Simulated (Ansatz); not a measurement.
# Ca on W(100): change of the work function, part 3 of 4

How does Ca on the hollow site change the work function of W(100) as the layer fills?

Ansatz 0.2.0; plane-wave DFT, PBE, Ansatz PAW.

So far, work function, upper face (eV): step 2 (the clean slab) 4.14; step 3 (46 atoms, coverage 0.111 ML, cell 3x3) 3.27.

**4. Adsorbate added, k-mesh 6×6×1, coverage 0.25 ML**

System of this step: CaW20 (Ca/W(100)). The cell holds 21 atoms: 20 W and 1 Ca. Its edges and angles: a = 6.320 Å, b = 6.320 Å, c = 26.904 Å, α = 90.0°, β = 90.0°, γ = 90.0°. Vacuum lies along c.

Another coverage, to see how the dipoles act on each other as their distance changes.

Input file input.yaml:

```yaml
crystal:
  lattice:
    - [6.32, 0.0, 0.0]
    - [0.0, 6.32, 0.0]
    - [0.0, 0.0, 26.9039152856]
  atoms:
    - { symbol: W, position: [0.0, 0.0, 0.3345238009] }
    - { symbol: W, position: [0.25, 0.25, 0.3932513125] }
    - { symbol: W, position: [0.0, 0.0, 0.4519479205] }
    - { symbol: W, position: [0.25, 0.25, 0.513077215] }
    - { symbol: W, position: [0.0, 0.0, 0.5662449557] }
    - { symbol: W, position: [0.0, 0.5, 0.3345238009] }
    - { symbol: W, position: [0.25, 0.75, 0.3932513125] }
    - { symbol: W, position: [0.0, 0.5, 0.4519479205] }
    - { symbol: W, position: [0.25, 0.75, 0.513077215] }
    - { symbol: W, position: [0.0, 0.5, 0.5662449557] }
    - { symbol: W, position: [0.5, 0.0, 0.3345238009] }
    - { symbol: W, position: [0.75, 0.25, 0.3932513125] }
    - { symbol: W, position: [0.5, 0.0, 0.4519479205] }
    - { symbol: W, position: [0.75, 0.25, 0.513077215] }
    - { symbol: W, position: [0.5, 0.0, 0.5662449557] }
    - { symbol: W, position: [0.5, 0.5, 0.3345238009] }
    - { symbol: W, position: [0.75, 0.75, 0.3932513125] }
    - { symbol: W, position: [0.5, 0.5, 0.4519479205] }
    - { symbol: W, position: [0.75, 0.75, 0.513077215] }
    - { symbol: W, position: [0.5, 0.5, 0.5662449557] }
    - { symbol: Ca, position: [0.25, 0.25, 0.6654761991] }
kpoints:
  mp_grid: { grid: [6, 6, 1] }
hamiltonian:
  xc: pbe
scf:
  occupations: { method: fermi_dirac, width: 0.1 }
  convergence: { dr2_threshold: 1.0e-08 }
efield:
  axis: 3
  dipole_correction: true
  ramp_position: 0.97
  ramp_width: 0.06
relax:
  f_tol: 0.02
  max_steps: 60
  constraints: [{ sites: [0, 1, 5, 6, 10, 11, 15, 16] }]
output:
  dos: { projected: true, e_range: [-8, 4] }
  write_potential: true
  write_density: true
  volumetric_format: npy
  elf: true
```

Started as:

```console
ansatz run input.yaml --threads 4 --pin off --max-ram 16384MiB --backend cpu --events-out ev --progress --plain --runs-dir out
```

Log:

```text
[...]
Crystal: 21 atoms, lattice volume = 1074.607 Å³
Basis set: ecut = 420 eV, 21037 PW (Γ), exchange–correlation on 90×90×360 points (8 copies of the dense FFT grid, shifted against one another)
Bands: 174, of which v1, the nominal top of the filled ones, is band 145 counted from 1 (144 counted from 0)
Symmetry: 8 space group operations
[...]
k-points: 10 of 36
[...]
SCF iter   1: F=—  HF=-209493.996117 eV  |F-HF|=—  |Δ(HF+E_count)|=         —  Δρ=8.69e-3  dr2=2.29e1  ethr=1.77e-3  p=0.635 e·Å  D=1.07e-1 V/Å  ΔV_dip=-2.88 eV  dr2_dipole=1.30e1  V_vac-E_F(+/−)=1.63/4.51 eV  ⟨swp⟩=13.0  Hψ=10149  notcnv=0
[...]
SCF iter  12: F=-209493.628866 eV  HF=-209493.628866 eV  |F-HF|=2.65e-9  |Δ(HF+E_count)|=   5.15e-9  Δρ=2.26e-7  dr2=2.19e-9  ethr=3.45e-12  p=0.432 e·Å  D=7.28e-2 V/Å  ΔV_dip=-1.96 eV  dr2_dipole=7.66e-11  V_vac-E_F(+/−)=2.29/4.24 eV  ⟨swp⟩=10.1  Hψ=11005  notcnv=0
SCF 1 converged in 12 iterations: F = -209493.628866 eV  dr2 = 2.19e-9
[...]
relax step   1: F+E_penalty+E_count = -209493.62886596 eV  Δ(F+E_penalty+E_count) = +0.000e0 eV  max|allowed force component| = 1.253e0 eV/Å  Δτ_max = 0.0000 Å  (12 SCF iters, accepted)
[...]
SCF iter   1: F=—  HF=-209493.969102 eV  |F-HF|=—  |Δ(HF+E_count)|=         —  Δρ=4.36e-3  dr2=1.01e0  ethr=2.96e-4  p=0.432 e·Å  D=7.28e-2 V/Å  ΔV_dip=-1.96 eV  dr2_dipole=2.85e-1  V_vac-E_F(+/−)=2.32/4.27 eV  ⟨swp⟩=2.0  Hψ=6528  notcnv=0
[...]
eigensolver tolerance schedule calibrated: the retry pair's looser diagonalisation under-reported the residual by θ = 0.15 (0.15/decade); ethr = c·dr2/N_el runs at the constant in force after the calibration composes with the one it found (an armed cap, an earlier calibration), c = 4.5e-2
[...]
SCF iter   2: F=—  HF=-209493.916699 eV  |F-HF|=—  |Δ(HF+E_count)|=   5.24e-2  Δρ=2.08e-3  dr2=2.01e-1  ethr=1.57e-4  p=0.444 e·Å  D=7.48e-2 V/Å  ΔV_dip=-2.01 eV  dr2_dipole=1.94e-2  V_vac-E_F(+/−)=2.23/4.25 eV  ⟨swp⟩=3.5  Hψ=4023  notcnv=0
[...]
SCF iter  10: F=-209493.899478 eV  HF=-209493.899478 eV  |F-HF|=3.20e-10  |Δ(HF+E_count)|=   8.24e-9  Δρ=2.63e-7  dr2=2.61e-9  ethr=1.54e-12  p=0.437 e·Å  D=7.36e-2 V/Å  ΔV_dip=-1.98 eV  dr2_dipole=2.83e-11  V_vac-E_F(+/−)=2.26/4.24 eV  ⟨swp⟩=11.8  Hψ=12344  notcnv=0
SCF 2 converged in 10 iterations: F = -209493.899478 eV  dr2 = 2.61e-9
[...]
relax step   2: F+E_penalty+E_count = -209493.89947825 eV  Δ(F+E_penalty+E_count) = -2.706e-1 eV  max|allowed force component| = 9.047e-1 eV/Å  Δτ_max = 0.1975 Å  (10 SCF iters, accepted)
SCF iter   1: F=—  HF=-209494.105145 eV  |F-HF|=—  |Δ(HF+E_count)|=         —  Δρ=3.61e-3  dr2=1.46e0  ethr=2.87e-3  p=0.437 e·Å  D=7.36e-2 V/Å  ΔV_dip=-1.98 eV  dr2_dipole=4.51e-1  V_vac-E_F(+/−)=2.29/4.27 eV  ⟨swp⟩=6.2  Hψ=4185  notcnv=0
[...]
SCF iter   9: F=-209494.077155 eV  HF=-209494.077155 eV  |F-HF|=1.37e-8  |Δ(HF+E_count)|=   1.38e-7  Δρ=7.94e-7  dr2=9.49e-9  ethr=3.45e-12  p=0.421 e·Å  D=7.09e-2 V/Å  ΔV_dip=-1.91 eV  dr2_dipole=3.43e-10  V_vac-E_F(+/−)=2.32/4.23 eV  ⟨swp⟩=13.6  Hψ=14059  notcnv=0
SCF 3 converged in 9 iterations: F = -209494.077155 eV  dr2 = 9.49e-9
[...]
relax step   3: F+E_penalty+E_count = -209494.07715545 eV  Δ(F+E_penalty+E_count) = -1.777e-1 eV  max|allowed force component| = 3.786e-1 eV/Å  Δτ_max = 0.1952 Å  (9 SCF iters, accepted)
[...]
relax step   4: F+E_penalty+E_count = -209494.13580055 eV  Δ(F+E_penalty+E_count) = -5.865e-2 eV  max|allowed force component| = 2.817e-1 eV/Å  Δτ_max = 0.1950 Å  (9 SCF iters, accepted)
[...]
relax step   5: F+E_penalty+E_count = -209494.15096510 eV  Δ(F+E_penalty+E_count) = -1.516e-2 eV  max|allowed force component| = 2.156e-1 eV/Å  Δτ_max = 0.0467 Å  (10 SCF iters, accepted)
[...]
relax step   6: F+E_penalty+E_count = -209494.15720915 eV  Δ(F+E_penalty+E_count) = -6.244e-3 eV  max|allowed force component| = 7.215e-2 eV/Å  Δτ_max = 0.0411 Å  (10 SCF iters, accepted)
[...]
relax step   7: F+E_penalty+E_count = -209494.15973744 eV  Δ(F+E_penalty+E_count) = -2.528e-3 eV  max|allowed force component| = 2.749e-2 eV/Å  Δτ_max = 0.0105 Å  (9 SCF iters, accepted)
SCF iter   1: F=—  HF=-209494.160271 eV  |F-HF|=—  |Δ(HF+E_count)|=         —  Δρ=6.97e-5  dr2=2.29e-4  ethr=2.90e-6  p=0.402 e·Å  D=6.76e-2 V/Å  ΔV_dip=-1.82 eV  dr2_dipole=6.54e-5  V_vac-E_F(+/−)=2.42/4.24 eV  ⟨swp⟩=2.0  Hψ=2323  notcnv=0
[...]
SCF iter   6: F=-209494.159772 eV  HF=-209494.159772 eV  |F-HF|=7.28e-10  |Δ(HF+E_count)|=   1.07e-8  Δρ=2.92e-7  dr2=3.18e-9  ethr=3.45e-12  p=0.401 e·Å  D=6.76e-2 V/Å  ΔV_dip=-1.82 eV  dr2_dipole=2.02e-10  V_vac-E_F(+/−)=2.42/4.24 eV  ⟨swp⟩=11.0  Hψ=12752  notcnv=0
SCF 8 converged in 6 iterations: F = -209494.159772 eV  dr2 = 3.18e-9
relax step   8: F+E_penalty+E_count = -209494.15977229 eV  Δ(F+E_penalty+E_count) = -3.485e-5 eV  max|allowed force component| = 1.013e-2 eV/Å  Δτ_max = 0.0020 Å  (6 SCF iters, accepted)
[...]
SCF converged after 6 iterations
Free energy (F): -209494.159772 eV
[...]
Internal energy: -209493.439452 eV  (E = F + TS)
E sigma→0 (E₀):  -209493.799612 eV
Entropy (-TS):   -0.720320 eV (-34.301 meV/atom)
Fermi energy:    4.648610 eV
Dipole field:    D = 0.067559 V/Å  (p = 0.401211 e·Å, saw-weighted, corrected)
Work function:   Φ+ = 2.4180 eV   Φ− = 4.2356 eV
[...]
--- Forces (eV/Å), atoms counted from 1 ---
  atom   1  W     -0.02219184    -0.02219184     1.29049575
  atom   2  W      0.00000000     0.00000000    -1.16771116
  atom   3  W      0.00051273     0.00051273     0.00043384
  atom   4  W      0.00000000     0.00000000     0.00042990
  atom   5  W      0.00081123     0.00081123    -0.00097063
  atom   6  W     -0.02219184     0.02219184     1.29049575
  atom   7  W     -0.00000000     0.00000000    -1.30526700
  atom   8  W      0.00051273    -0.00051273     0.00043384
  atom   9  W     -0.00000000     0.00000000     0.00540164
  atom  10  W      0.00081123    -0.00081123    -0.00097063
  atom  11  W      0.02219184    -0.02219184     1.29049575
  atom  12  W      0.00000000     0.00000000    -1.30526700
  atom  13  W     -0.00051273     0.00051273     0.00043384
  atom  14  W     -0.00000000     0.00000000     0.00540164
  atom  15  W     -0.00081123     0.00081123    -0.00097063
  atom  16  W      0.02219184     0.02219184     1.29049575
  atom  17  W     -0.00000000     0.00000000    -1.38243795
  atom  18  W     -0.00051273    -0.00051273     0.00043384
  atom  19  W     -0.00000000     0.00000000    -0.01012964
  atom  20  W     -0.00081123    -0.00081123    -0.00097063
  atom  21  Ca    -0.00000000     0.00000000    -0.00024287
  max |Σ_I F_I| component: 1.34e-5 eV/Å
--- Band table (eV; the first three rows and the last of 10) ---
  k-point 0: bands = [... 141 lower, 4.5587, 4.6475, 4.6475, 4.6981, 4.8258, 4.8258, 4.9256, 5.5273, ... 25 higher]
  k-point 1: bands = [... 141 lower, 4.4389, 4.5867, 4.6003, 4.7664, 4.7712, 5.0352, 5.1643, 5.3665, ... 25 higher]
  k-point 2: bands = [... 141 lower, 4.4450, 4.5486, 4.6741, 4.7214, 4.8908, 4.9290, 4.9748, 5.0784, ... 25 higher]
  k-point 9: bands = [... 141 lower, 4.3084, 4.4350, 4.4379, 4.4379, 4.4392, 4.4636, 4.4696, 4.5618, ... 25 higher]
--- Relaxed structure (8 steps of the walk, 8 accepted, 0 SCFs on fresh bases) ---
  F+E_penalty+E_count = -209494.15977229 eV   max|allowed force component| = 1.013e-2 eV/Å
  atoms:
    - { symbol: W, position: [0.0, 0.0, 0.334524] }
    - { symbol: W, position: [0.250000, 0.250000, 0.393251] }
    - { symbol: W, position: [0.00278562, 0.00278562, 0.452332] }
    - { symbol: W, position: [0.250000, 0.250000, 0.516505] }
    - { symbol: W, position: [-0.021205, -0.021205, 0.567752] }
    - { symbol: W, position: [0.0, 0.500000, 0.334524] }
    - { symbol: W, position: [0.250000, 0.750000, 0.393251] }
    - { symbol: W, position: [0.00278562, 0.497214, 0.452332] }
    - { symbol: W, position: [0.250000, 0.750000, 0.512470] }
    - { symbol: W, position: [-0.021205, 0.521205, 0.567752] }
    - { symbol: W, position: [0.500000, 0.0, 0.334524] }
    - { symbol: W, position: [0.750000, 0.250000, 0.393251] }
    - { symbol: W, position: [0.497214, 0.00278562, 0.452332] }
    - { symbol: W, position: [0.750000, 0.250000, 0.512470] }
    - { symbol: W, position: [0.521205, -0.021205, 0.567752] }
    - { symbol: W, position: [0.500000, 0.500000, 0.334524] }
    - { symbol: W, position: [0.750000, 0.750000, 0.393251] }
    - { symbol: W, position: [0.497214, 0.497214, 0.452332] }
    - { symbol: W, position: [0.750000, 0.750000, 0.508780] }
    - { symbol: W, position: [0.521205, 0.521205, 0.567752] }
    - { symbol: Ca, position: [0.250000, 0.250000, 0.645830] }
```

It took 9.4 min on 4 threads of Arm Neoverse V1, shared host; peak memory 4.4 GiB; 37 min of CPU time.

Step by step:

| step | energy less that of the first step (eV) | largest force component (eV/Å) |
| --- | --- | --- |
| 1 | 0.0000 | 1.2526 |
| 2 | -0.2706 | 0.9047 |
| 3 | -0.4483 | 0.3786 |
| 4 | -0.5069 | 0.2817 |
| 5 | -0.5221 | 0.2156 |
| 6 | -0.5283 | 0.0721 |
| 7 | -0.5309 | 0.0275 |
| 8 | -0.5309 | 0.0101 |

Forces are held to the 8 operations that the program found; a distortion that breaks them can't arise in this run.

The atoms that moved most (Å):

| atom | dx | dy | dz | length |
| --- | --- | --- | --- | --- |
| Ca21 | 0.000 | 0.000 | -0.529 | 0.529 |
| W20 | 0.134 | 0.134 | 0.041 | 0.194 |
| W15 | 0.134 | -0.134 | 0.041 | 0.194 |
| W10 | -0.134 | 0.134 | 0.041 | 0.194 |
| W5 | -0.134 | -0.134 | 0.041 | 0.194 |
| W19 | 0.000 | 0.000 | -0.116 | 0.116 |
| W4 | 0.000 | 0.000 | 0.092 | 0.092 |
| W3 | 0.018 | 0.018 | 0.010 | 0.027 |

The relaxed structure:

```
W Ca
1.0
     6.32000    0.00000    0.00000
     0.00000    6.32000    0.00000
     0.00000    0.00000   26.90392
W Ca
20 1
Direct
  0.00000 0.00000 0.33452
  0.25000 0.25000 0.39325
  0.00279 0.00279 0.45233
  0.25000 0.25000 0.51650
  0.97879 0.97879 0.56775
  0.00000 0.50000 0.33452
  0.25000 0.75000 0.39325
  0.00279 0.49721 0.45233
  0.25000 0.75000 0.51247
  0.97879 0.52121 0.56775
  0.50000 0.00000 0.33452
  0.75000 0.25000 0.39325
  0.49721 0.00279 0.45233
  0.75000 0.25000 0.51247
  0.52121 0.97879 0.56775
  0.50000 0.50000 0.33452
  0.75000 0.75000 0.39325
  0.49721 0.49721 0.45233
  0.75000 0.75000 0.50878
  0.52121 0.52121 0.56775
  0.25000 0.25000 0.64583
```

This step gave:

```yaml
energy_at_zero_smearing: -209493.7996 eV
work_function_upper_face: 2.418 eV
dipole_along_the_normal: 0.4012 e·Å
step_between_the_vacuum_levels: -1.818 eV
```

The density of states has structure finer than the step of the table below, so its rows give means over 0.25 eV. Peaks (eV: height): -3.970: 51.9, -2.980: 41.3, -2.920: 37.7, -1.770: 43.5, 1.260: 44.4, 1.800: 38.3, 1.860: 38.6.

Density of states against energy, zero at the Fermi level; means over each step:

| energy (eV) | density of states (states/eV a cell) |
| --- | --- |
| -7.75 | 1.34 |
| -7.50 | 1.28 |
| -7.25 | 1.37 |
| -7.00 | 1.97 |
| -6.75 | 4.13 |
| -6.50 | 2.52 |
| -6.25 | 4.34 |
| -6.00 | 6.43 |
| -5.75 | 6.98 |
| -5.50 | 10.3 |
| -5.25 | 13.4 |
| -5.00 | 14.8 |
| -4.75 | 14.9 |
| -4.50 | 12.9 |
| -4.25 | 21.2 |
| -4.00 | 31.2 |
| -3.75 | 15.9 |
| -3.50 | 12.3 |
| -3.25 | 12.2 |
| -3.00 | 30.4 |
| -2.75 | 27.2 |
| -2.50 | 26.1 |
| -2.25 | 27.1 |
| -2.00 | 21.2 |
| -1.75 | 28.9 |
| -1.50 | 22.1 |
| -1.25 | 18.8 |
| -1.00 | 16.4 |
| -0.75 | 18.9 |
| -0.50 | 23.9 |
| -0.25 | 24.5 |
| 0.00 | 22.9 |
| 0.25 | 18.5 |
| 0.50 | 16.2 |
| 0.75 | 18.5 |
| 1.00 | 23.7 |
| 1.25 | 30.4 |
| 1.50 | 26.1 |
| 1.75 | 28.4 |

Projected DOS per atom over height of the atomic layer and energy from the Fermi level. Layers: W4 W4 W4 W4 W4 Ca from below.

Ten even steps from '0' (0.00 states/eV) to '9' (2.12 states/eV), each cell a mean:
```
755541
845452
523252
612151
912261
932370
422361
533352
545461
766560
576750
243430
243420
565650
134330
135310
023210
012100
010000
000000
000000
000000
```
Columns: height of the atomic layer (Å) from 9 to 17.4 (not evenly spaced); rows upwards: energy from the Fermi level (eV) from -7.96 to 1.95.

Electrostatic potential energy in the ca plane at fractional y = 0.250, with atoms of W and Ca within 0.2 Å of it. With pseudopotentials it is smooth inside the atoms' cores, unlike the true potential.

Ten even steps from '0' (-59 eV) to '9' (9 eV), each cell a mean:
```
99999988999999989999999999999999999999999999
99998766789998666899999999999999999999999999
99997311479986212589999999999999999999999999
99985100269984000379999999999999999999999999
99985100269984000379999999999999999999999999
99997312489986212589999999999999999999999999
99998766789998766899999999999999999999999999
99999988999999989999999999999999999999999999
99999999999999999999999999999999999999999999
99999878899999878899999988889999999999999999
99998534689998534689999754678999999999999999
99986200379986200379998510268999999999999999
99985000269985100169998400158999999999999999
99986200379986200379998510268999999999999999
99998534689998534689999755678999999999999999
99999878899999888899999988889999999999999999
99999999999999999999999999999999999999999999
```
Columns run along c (16.0 Å, from fractional 0.31 to 0.90 of the cell; values clipped at the 3rd and 97th percentile), rows up along a (6.3 Å). Atoms in or near the plane, at fractional coordinates: W at (0.39, 0.25), W at (0.52, 0.25), W at (0.39, 0.75), W at (0.51, 0.75), Ca at (0.65, 0.25).

ELF in the ca plane at fractional y = 0.250, with atoms of W and Ca within 0.2 Å of it. It is the smooth field of the valence electrons, not physical close to the nuclei.

Ten even steps from '0' (0.00) to '9' (0.85), each cell a mean:
```
44555322455555323454445543221111000000000000
44553233345553333344434454432110000000000000
44533677534534777424433344321100000000000000
44423734723425626613433333221000000000000000
44423735723425636613433333221000000000000000
44533677534534777424433344321100000000000000
44553233345553332344434454432110000000000000
44555323455555323454445543211111000000000000
44455434555455434555455310000111100000000000
44554212355554212345553112210011110000000000
44543455435543455434531379841001211000000000
44423756623423766723422799983001221000000000
34423713722423723722312899983001221000000000
44433766623423766723422799982001221000000000
44543455435543455434531378841001211000000000
44554212355554212345553112200011110000000000
44455434555455434555455310000111100000000000
```
Columns run along c (16.0 Å, from fractional 0.31 to 0.90 of the cell), rows up along a (6.3 Å). Atoms in or near the plane, at fractional coordinates: W at (0.39, 0.25), W at (0.52, 0.25), W at (0.39, 0.75), W at (0.51, 0.75), Ca at (0.65, 0.25).

Valence density in the ca plane at fractional y = 0.250, with atoms of W and Ca within 0.2 Å of it. It is the smooth field of the valence electrons, not physical close to the nuclei.

Values in e/Å³, 9 rows by 16 columns, each cell a mean:
```
0.2 0.3 0.5 0.3 0.3 0.5 0.3 0.1 0.1 0.0 0.0 0.0 0.0 0.0 0.0 0.0
0.1 0.9 3.9 0.8 0.5 3.7 1.4 0.1 0.0 0.0 0.0 0.0 0.0 0.0 0.0 0.0
0.1 1.0 4.5 1.0 0.6 4.2 1.7 0.1 0.0 0.0 0.0 0.0 0.0 0.0 0.0 0.0
0.2 0.4 0.9 0.4 0.3 0.9 0.4 0.1 0.1 0.0 0.0 0.0 0.0 0.0 0.0 0.0
0.2 0.3 0.3 0.3 0.3 0.3 0.3 0.2 0.1 0.1 0.0 0.0 0.0 0.0 0.0 0.0
0.1 0.5 1.9 0.5 0.3 1.6 0.9 0.2 0.5 1.2 0.1 0.0 0.0 0.0 0.0 0.0
0.1 1.2 4.8 1.1 0.5 4.2 2.4 0.2 2.0 4.6 0.2 0.0 0.0 0.0 0.0 0.0
0.1 0.6 2.8 0.6 0.4 2.5 1.2 0.2 0.8 1.9 0.1 0.0 0.0 0.0 0.0 0.0
0.2 0.3 0.3 0.3 0.3 0.3 0.3 0.2 0.1 0.1 0.0 0.0 0.0 0.0 0.0 0.0
```
Columns run along c (16.0 Å, from fractional 0.31 to 0.90 of the cell), rows up along a (6.3 Å). Atoms in or near the plane, at fractional coordinates: W at (0.39, 0.25), W at (0.52, 0.25), W at (0.39, 0.75), W at (0.51, 0.75), Ca at (0.65, 0.25).

The relaxation took 8 steps and lowered the energy by 0.53 eV; the largest force on the free atoms ends at 0.010 eV/Å.

By hand: a sheet of dipoles makes a step −p/(ε₀A) in the electron's potential. With e/ε₀ = 180.95 V·Å, p = 0.4012 e·Å and A = 39.94 Å², that is −180.95 × (0.4012) / 39.94 = -1.818 eV, and the two vacuum levels of the run differ by -1.818 eV.

The covered face has 2.42 eV, -1.72 eV against the clean one; the bare back face has moved by -0.02 eV, a measure of how thin the slab is.

(Part 3 of 4 ends here.)

[Long decimals in the printed logs are rounded to 6 places.]

[Logs are printed without paths, hosts, clocks, repeated set-up lines and the standing remarks that a program may print on its own settings, such as how far it seeks lower states.]

[Hosts, paths, dates, database ids (printed as entryN), source tags and the programs' standing remarks are cut or masked in the printed files.]

[Maps of the electrostatic potential energy from Ansatz leave out the sawtooth potential of an applied field or a dipole correction, so their vacuum need not be flat; planar profiles and work functions include it.]

[The density of states shown here was stored with 400 of the rows of the run's finer table, so its peaks can read low, often by over a quarter, or be missed, and its means over a window can be off by a tenth or more.]
